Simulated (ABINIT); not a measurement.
**AlInTe3 (Pm-3m): zone-centre phonons**

Aim: the zone-centre modes of AlInTe3 (Pm-3m).

Program: ABINIT 10.8.3. Level of theory: DFT LDA, scalar-relativistic, plane waves, HGH norm-conserving pseudopotentials. Results are calculated unless marked as measured.

The structure was built from a prototype and need not be the compound's stable phase.

### Step 1. Starting point

The structure is cubic, space group Pm-3m (No. 221). The conventional cell has a = 5.335 Å, b = 5.335 Å, c = 5.335 Å, α = 90.00°, β = 90.00°, γ = 90.00°. Nearest to In lie 12 Te at 3.77 Å. Nearest to Al lie 6 Te at 2.67 Å. Nearest to Te lie 2 Al at 2.67 Å. Farther neighbours and most contacts between anions are not listed.

### Step 2. A probe with smearing

A first run with smearing and empty bands tells whether the crystal has a gap, which decides between fixed occupations and smearing later on.

File probe.abi:

```
# ground state
tolvrs 1.0d-08
prtden 1
prtwf 1

# basis, mesh and filling
ecut 20.0
ixc 7
ngkpt 4 4 4
nshiftk 1
shiftk 0.0 0.0 0.0
istwfk *1
occopt 7
tsmear 0.005
nband 19
nstep 100
diemac 9.0
prtebands 0
prtgsr 0

# cell and atoms
acell 3*1.0 Angstrom
rprim 
    5.335 0.0 0.0
    0.0 5.335 0.0
    0.0 0.0 5.335
ntypat 3
znucl 49 13 52
natom 5
typat 1 2 3 3 3
xred 
    0.0 0.0 0.0
    0.5 0.5 0.5
    0.5 0.5 0.0
    0.5 0.0 0.5
    0.0 0.5 0.5
pp_dirpath "./pseudo"
pseudos "In.hgh, Al.hgh, Te.hgh"
```

On the command line:

```bash
$ OMP_NUM_THREADS=1 mpirun -n 4 abinit probe.abi > probe.log
```

Numbers of over 12 decimals in the logs are rounded to 6 here.

probe.abo, the main output file:

```text
[banners, grids, parts of the stress and lines that vanish by symmetry left out]
- input  file    -> probe.abi
- output file    -> probe.abo
- root for input  files -> probei
[...]
Symmetries : space group Pm -3 m (#221); Bravais cP (primitive cubic)
[...]
mpw =        4416          nfft =       91125          nkpt =          10
[...]
== DATASET  1 ==================================================================
[...]
cutoff_energies: {ecut:  20.0, pawecutdg:  -1.0, }
[...]
Exchange-correlation functional for the present dataset will be:
  LDA: Perdew-Wang 92 LSD fit to Ceperley-Alder data - ixc=7
[...]
ETOT  1  -28.829163356679    -2.883E+01 1.999E-02 1.267E+02
 ETOT  2  -28.865277985277    -3.611E-02 5.830E-03 1.385E+00
 ETOT  3  -28.865528654800    -2.507E-04 8.710E-04 9.507E-02
 ETOT  4  -28.865542301350    -1.365E-05 2.565E-04 3.692E-03
 ETOT  5  -28.865542791669    -4.903E-07 5.527E-05 9.195E-05
 ETOT  6  -28.865542804837    -1.317E-08 1.029E-04 1.382E-06
 ETOT  7  -28.865542805044    -2.073E-10 4.829E-05 3.943E-08
 ETOT  8  -28.865542805052    -7.809E-12 9.695E-05 1.339E-09
 At SCF step    8       vres2   =  1.34E-09 < tolvrs=  1.00E-08 =>converged.
[...]
sigma(1 1)=  3.58627788E-05  sigma(3 2)=  0.00000000E+00
  sigma(2 2)=  3.58627788E-05  sigma(3 1)=  0.00000000E+00
  sigma(3 3)=  3.58627788E-05  sigma(2 1)=  0.00000000E+00
[...]
convergence: {deltae: -7.809E-12, res2:  1.339E-09, residm:  9.695E-05, diffor: null, }
etotal    :  -2.88655428E+01
[...]
sigma(1 1)=  3.58627788E-05  sigma(3 2)=  0.00000000E+00
  sigma(2 2)=  3.58627788E-05  sigma(3 1)=  0.00000000E+00
  sigma(3 3)=  3.58627788E-05  sigma(2 1)=  0.00000000E+00
[...]
- sigma(1 1)=  1.05511938E+00  sigma(3 2)=  0.00000000E+00
- sigma(2 2)=  1.05511938E+00  sigma(3 1)=  0.00000000E+00
- sigma(3 3)=  1.05511938E+00  sigma(2 1)=  0.00000000E+00
[...]
fcart     -0.0000000000E+00 -0.0000000000E+00 -0.0000000000E+00
           strten      3.5862778818E-05  3.5862778818E-05  3.5862778818E-05
================================================================================

[key lines of the parts left out:]
pressure_GPa:  -1.0551E+00
```

Wall time 9 s (4 MPI ranks of Arm Neoverse V1, shared host).

This step gave:

```yaml
volume_per_atom: 30.37 Å³
pressure: -1.055 GPa
gap_on_the_k_mesh: 0 eV
```

No gap opens on this mesh, so smearing is kept; the printed pressure holds the stress of the finite basis too.

### Step 3. Rough relaxation

The typed start is rough, so a first relaxation with smearing and loose thresholds takes it towards rest cheaply.

File prerelax.abi:

```
# relaxation
ionmov 2
optcell 2
dilatmx 1.15
chkdilatmx 0
ntime 40
tolmxf 3.0d-04
tolvrs 1.0d-10
prtwf 0
prtden 0
chksymtnons 0

# basis, mesh and filling
ecut 21.0
ecutsm 3.0
ixc 7
ngkpt 4 4 4
nshiftk 1
shiftk 0.0 0.0 0.0
istwfk *1
occopt 7
tsmear 0.005
nband 19
nstep 100
diemac 1000000.0
prtebands 0
prtgsr 0

# cell and atoms
acell 3*1.0 Angstrom
rprim 
    5.335 0.0 0.0
    0.0 5.335 0.0
    0.0 0.0 5.335
ntypat 3
znucl 49 13 52
natom 5
typat 1 2 3 3 3
xred 
    0.0 0.0 0.0
    0.5 0.5 0.5
    0.5 0.5 0.0
    0.5 0.0 0.5
    0.0 0.5 0.5
pp_dirpath "./pseudo"
pseudos "In.hgh, Al.hgh, Te.hgh"
```

On the command line:

```bash
$ OMP_NUM_THREADS=1 mpirun -n 4 abinit prerelax.abi > prerelax.log
```

prerelax.abo, the main output file:

```text
[banners, grids, parts of the stress and lines that vanish by symmetry left out]
- input  file    -> prerelax.abi
- output file    -> prerelax.abo
- root for input  files -> prerelaxi
[...]
Symmetries : space group Pm -3 m (#221); Bravais cP (primitive cubic)
[...]
mpw =        7208          nfft =      110592          nkpt =          10
[...]
== DATASET  1 ==================================================================
[...]
cutoff_energies: {ecut:  21.0, pawecutdg:  -1.0, }
[...]
Exchange-correlation functional for the present dataset will be:
  LDA: Perdew-Wang 92 LSD fit to Ceperley-Alder data - ixc=7
[...]
ETOT  1  -28.826749582404    -2.883E+01 3.176E-02 1.536E+02
 ETOT  2  -28.864879890985    -3.813E-02 2.241E-03 5.445E+00
 ETOT  3  -28.865379371702    -4.995E-04 1.390E-03 2.562E-01
 ETOT  4  -28.865404352649    -2.498E-05 1.057E-04 1.045E-02
[...]
ETOT  8  -28.865779773597    -1.847E-13 3.093E-08 4.156E-12
 At SCF step    8       vres2   =  4.16E-12 < tolvrs=  1.00E-10 =>converged.
[...]
sigma(1 1)= -9.89197008E-07  sigma(3 2)=  0.00000000E+00
  sigma(2 2)= -9.89197008E-07  sigma(3 1)=  0.00000000E+00
  sigma(3 3)= -9.89197008E-07  sigma(2 1)=  0.00000000E+00
[...]
convergence: {deltae: -1.847E-13, res2:  4.156E-12, residm:  3.093E-08, diffor: null, }
etotal    :  -2.88657798E+01
[...]
At Broyd/MD step   3, gradients are converged :
[...]
sigma(1 1)= -9.89197008E-07  sigma(3 2)=  0.00000000E+00
  sigma(2 2)= -9.89197008E-07  sigma(3 1)=  0.00000000E+00
  sigma(3 3)= -9.89197008E-07  sigma(2 1)=  0.00000000E+00
[...]
- sigma(1 1)= -2.91031807E-02  sigma(3 2)=  0.00000000E+00
- sigma(2 2)= -2.91031807E-02  sigma(3 1)=  0.00000000E+00
- sigma(3 3)= -2.91031807E-02  sigma(2 1)=  0.00000000E+00
[...]
fcart     -0.0000000000E+00 -0.0000000000E+00 -0.0000000000E+00
           strten     -9.8919700755E-07 -9.8919700755E-07 -9.8919700755E-07
================================================================================

[key lines of the parts left out:]
pressure_GPa:   2.9103E-02
Total energy (etotal) [Ha]= -2.88657797735966E+01
```

The job ended after 30 s (4 MPI ranks).

The steps of the relaxation:

| step | energy less that of the first step (eV) | largest force (eV/Å) | volume (Å³) |
| --- | --- | --- | --- |
| 1 | 0.0000 | 0.0000 | 151.85 |
| 2 | -0.0024 | 0.0000 | 151.41 |
| 3 | -0.0102 | 0.0000 | 148.32 |

| conventional cell, symmetrised | before | after | change |
| --- | --- | --- | --- |
| a (Å) | 5.335 | 5.293 | -0.8 % |
| b (Å) | 5.335 | 5.293 | -0.8 % |
| c (Å) | 5.335 | 5.293 | -0.8 % |
| volume (Å³/atom) | 30.37 | 29.66 | -2.3 % |

This step gave:

```yaml
volume_per_atom: 29.66 Å³
pressure: 0.02910 GPa
```

The volume changes by -2.3 % in this run and stands -2.3 % from the first cell.

### Step 4. Relaxation

The harmonic expansion needs vanishing forces, and a free crystal bears no stress, so cell and atoms are brought to rest. Stress is more sensitive to the basis than forces are: the last 3 Ha under the cutoff are smoothed with ecutsm, and the cutoff is raised above that of the later runs.

File relax.abi:

```
# relaxation
ionmov 2
optcell 2
dilatmx 1.08
ntime 40
tolmxf 1.0d-05
tolvrs 1.0d-14
prtwf 0
prtden 0
chksymtnons 0

# basis, mesh and filling
ecut 26.0
ecutsm 3.0
ixc 7
ngkpt 4 4 4
nshiftk 1
shiftk 0.0 0.0 0.0
istwfk *1
occopt 6
tsmear 0.01
nband 19
nstep 100
diemac 1000000.0
prtebands 0
prtgsr 0

# cell and atoms
acell 3*1.0 Angstrom
rprim 
    5.293413534 0.0 0.0
    0.0 5.293413534 0.0
    0.0 0.0 5.293413534
ntypat 3
znucl 49 13 52
natom 5
typat 1 2 3 3 3
xred 
    0.0 0.0 0.0
    0.5 0.5 0.5
    0.5 0.5 0.0
    0.5 0.0 0.5
    0.0 0.5 0.5
pp_dirpath "./pseudo"
pseudos "In.hgh, Al.hgh, Te.hgh"
```

On the command line:

```bash
$ OMP_NUM_THREADS=1 mpirun -n 4 abinit relax.abi > relax.log
```

relax.abo, the main output file:

```text
[banners, grids, parts of the stress and lines that vanish by symmetry left out]
- input  file    -> relax.abi
- output file    -> relax.abo
- root for input  files -> relaxi
[...]
Symmetries : space group Pm -3 m (#221); Bravais cP (primitive cubic)
[...]
mpw =        8025          nfft =      125000          nkpt =          10
[...]
== DATASET  1 ==================================================================
[...]
cutoff_energies: {ecut:  26.0, pawecutdg:  -1.0, }
[...]
Exchange-correlation functional for the present dataset will be:
  LDA: Perdew-Wang 92 LSD fit to Ceperley-Alder data - ixc=7
[...]
ETOT  1  -28.825123368178    -2.883E+01 3.364E-02 1.752E+02
 ETOT  2  -28.865753610701    -4.063E-02 2.220E-03 5.929E+00
 ETOT  3  -28.866238787602    -4.852E-04 2.287E-04 2.748E-01
 ETOT  4  -28.866262118007    -2.333E-05 1.031E-04 1.140E-02
 ETOT  5  -28.866263215925    -1.098E-06 8.235E-05 4.519E-05
[...]
At SCF step   12       vres2   =  9.13E-16 < tolvrs=  1.00E-14 =>converged.
[...]
sigma(1 1)= -6.57123795E-07  sigma(3 2)=  0.00000000E+00
  sigma(2 2)= -6.57123795E-07  sigma(3 1)=  0.00000000E+00
  sigma(3 3)= -6.57123795E-07  sigma(2 1)=  0.00000000E+00
[...]
convergence: {deltae: -2.451E-13, res2:  9.128E-16, residm:  1.068E-05, diffor: null, }
etotal    :  -2.88662632E+01
[...]
ETOT  1  -28.866263246564    -2.887E+01 5.465E-06 1.265E-04
[...]
At SCF step    7       vres2   =  2.60E-15 < tolvrs=  1.00E-14 =>converged.
[...]
sigma(1 1)= -5.70081414E-07  sigma(3 2)=  0.00000000E+00
  sigma(2 2)= -5.70081414E-07  sigma(3 1)=  0.00000000E+00
  sigma(3 3)= -5.70081414E-07  sigma(2 1)=  0.00000000E+00
[...]
convergence: {deltae: -1.052E-12, res2:  2.597E-15, residm:  1.772E-06, diffor: null, }
etotal    :  -2.88662633E+01
[...]
ETOT  1  -28.866262899865    -2.887E+01 1.508E-06 5.432E-03
[...]
ETOT  7  -28.866263368083    -6.821E-13 2.326E-06 1.107E-13
 ETOT  8  -28.866263368082     1.172E-12 6.564E-07 4.525E-16
 At SCF step    8       vres2   =  4.53E-16 < tolvrs=  1.00E-14 =>converged.
[...]
sigma(1 1)= -4.10978810E-10  sigma(3 2)=  0.00000000E+00
  sigma(2 2)= -4.10978810E-10  sigma(3 1)=  0.00000000E+00
  sigma(3 3)= -4.10978806E-10  sigma(2 1)=  0.00000000E+00
[...]
convergence: {deltae:  1.172E-12, res2:  4.525E-16, residm:  6.564E-07, diffor: null, }
etotal    :  -2.88662634E+01
[...]
At Broyd/MD step   3, gradients are converged :
[...]
sigma(1 1)= -4.10978810E-10  sigma(3 2)=  0.00000000E+00
  sigma(2 2)= -4.10978810E-10  sigma(3 1)=  0.00000000E+00
  sigma(3 3)= -4.10978806E-10  sigma(2 1)=  0.00000000E+00
[...]
- sigma(1 1)= -1.20914140E-05  sigma(3 2)=  0.00000000E+00
- sigma(2 2)= -1.20914141E-05  sigma(3 1)=  0.00000000E+00
- sigma(3 3)= -1.20914139E-05  sigma(2 1)=  0.00000000E+00
[...]
fcart     -0.0000000000E+00 -0.0000000000E+00 -0.0000000000E+00
           strten     -4.1097880958E-10 -4.1097881045E-10 -4.1097880567E-10
================================================================================

[key lines of the parts left out:]
pressure_GPa:   1.2091E-05
Total energy (etotal) [Ha]= -2.88662633680823E+01
```

Wall time 42 s (4 MPI ranks); 2.8 min of CPU time.

Little changed from the start: no atom moved by 0.005 Å and no cell edge by 0.1 %.

Numbers from this step:

| Property | Result |
| --- | --- |
| volume per atom | 29.68 Å³ |
| pressure | 1.21e-5 GPa |

The volume changes by +0.0 % in this run and stands -2.3 % from the first cell.

### Step 5. Self-consistent run for the response

First-order wavefunctions inherit every error of the ground state, hence the very tight tolvrs. Smearing stays on, as the first look found no gap above 0.3 eV.

File gs.abi:

```
# ground state
tolvrs 1.0d-16
prtden 1
prtwf 1

# basis, mesh and filling
ecut 20.0
ixc 7
ngkpt 4 4 4
nshiftk 1
shiftk 0.0 0.0 0.0
istwfk *1
occopt 6
tsmear 0.01
nband 19
nstep 100
diemac 1000000.0
prtebands 0
prtgsr 0

# cell and atoms
acell 3*1.0 Angstrom
rprim 
    5.294201652 0.0 0.0
    0.0 5.294201652 0.0
    0.0 0.0 5.294201652
ntypat 3
znucl 49 13 52
natom 5
typat 1 2 3 3 3
xred 
    0.0 0.0 0.0
    0.5 0.5 0.5
    0.5 0.5 0.0
    0.5 0.0 0.5
    0.0 0.5 0.5
pp_dirpath "./pseudo"
pseudos "In.hgh, Al.hgh, Te.hgh"
```

On the command line:

```bash
$ OMP_NUM_THREADS=1 mpirun -n 4 abinit gs.abi > gs.log
```

gs.abo, the main output file:

```text
[banners, grids, parts of the stress and lines that vanish by symmetry left out]
- input  file    -> gs.abi
- output file    -> gs.abo
- root for input  files -> gsi
[...]
Symmetries : space group Pm -3 m (#221); Bravais cP (primitive cubic)
[...]
mpw =        4337          nfft =       91125          nkpt =          10
[...]
== DATASET  1 ==================================================================
[...]
cutoff_energies: {ecut:  20.0, pawecutdg:  -1.0, }
[...]
Exchange-correlation functional for the present dataset will be:
  LDA: Perdew-Wang 92 LSD fit to Ceperley-Alder data - ixc=7
[...]
ETOT  1  -28.832826552922    -2.883E+01 2.492E-02 1.202E+02
 ETOT  2  -28.864940569535    -3.211E-02 6.461E-04 5.349E+00
 ETOT  3  -28.865528253499    -5.877E-04 5.534E-04 2.236E-01
 ETOT  4  -28.865554347348    -2.609E-05 4.513E-05 7.481E-03
 ETOT  5  -28.865555341419    -9.941E-07 4.124E-05 3.437E-05
[...]
ETOT 12  -28.865555346195    -8.100E-13 3.069E-06 1.298E-16
 ETOT 13  -28.865555346194     4.086E-13 1.593E-06 1.747E-17
 At SCF step   13       vres2   =  1.75E-17 < tolvrs=  1.00E-16 =>converged.
[...]
sigma(1 1)=  3.95323199E-06  sigma(3 2)=  0.00000000E+00
  sigma(2 2)=  3.95323199E-06  sigma(3 1)=  0.00000000E+00
  sigma(3 3)=  3.95323199E-06  sigma(2 1)=  0.00000000E+00
[...]
convergence: {deltae:  4.086E-13, res2:  1.747E-17, residm:  1.593E-06, diffor: null, }
etotal    :  -2.88655553E+01
[...]
sigma(1 1)=  3.95323199E-06  sigma(3 2)=  0.00000000E+00
  sigma(2 2)=  3.95323199E-06  sigma(3 1)=  0.00000000E+00
  sigma(3 3)=  3.95323199E-06  sigma(2 1)=  0.00000000E+00
[...]
- sigma(1 1)=  1.16308101E-01  sigma(3 2)=  0.00000000E+00
- sigma(2 2)=  1.16308101E-01  sigma(3 1)=  0.00000000E+00
- sigma(3 3)=  1.16308101E-01  sigma(2 1)=  0.00000000E+00
[...]
fcart     -0.0000000000E+00 -0.0000000000E+00 -0.0000000000E+00
           strten      3.9532319911E-06  3.9532319911E-06  3.9532319911E-06
================================================================================

[key lines of the parts left out:]
pressure_GPa:  -1.1631E-01
```

It took 13 s on 4 MPI ranks.

Read from the output:

| Quantity | Value |
| --- | --- |
| pressure | -0.1163 GPa |

The cell stands at -0.12 GPa: the relaxation ran with a smoothed and higher cutoff, and the difference is a stress of the finite basis.

[end of part 1 of 3]

[Host names and launcher messages were left out of these logs when they were recorded.]

[Logs are printed without paths, hosts, clocks, repeated set-up lines and the standing remarks that a program may print on its own settings, such as how far it seeks lower states.]

[Hosts, paths, dates, database ids (printed as entryN), source tags and the programs' standing remarks are cut or masked in the printed files.]
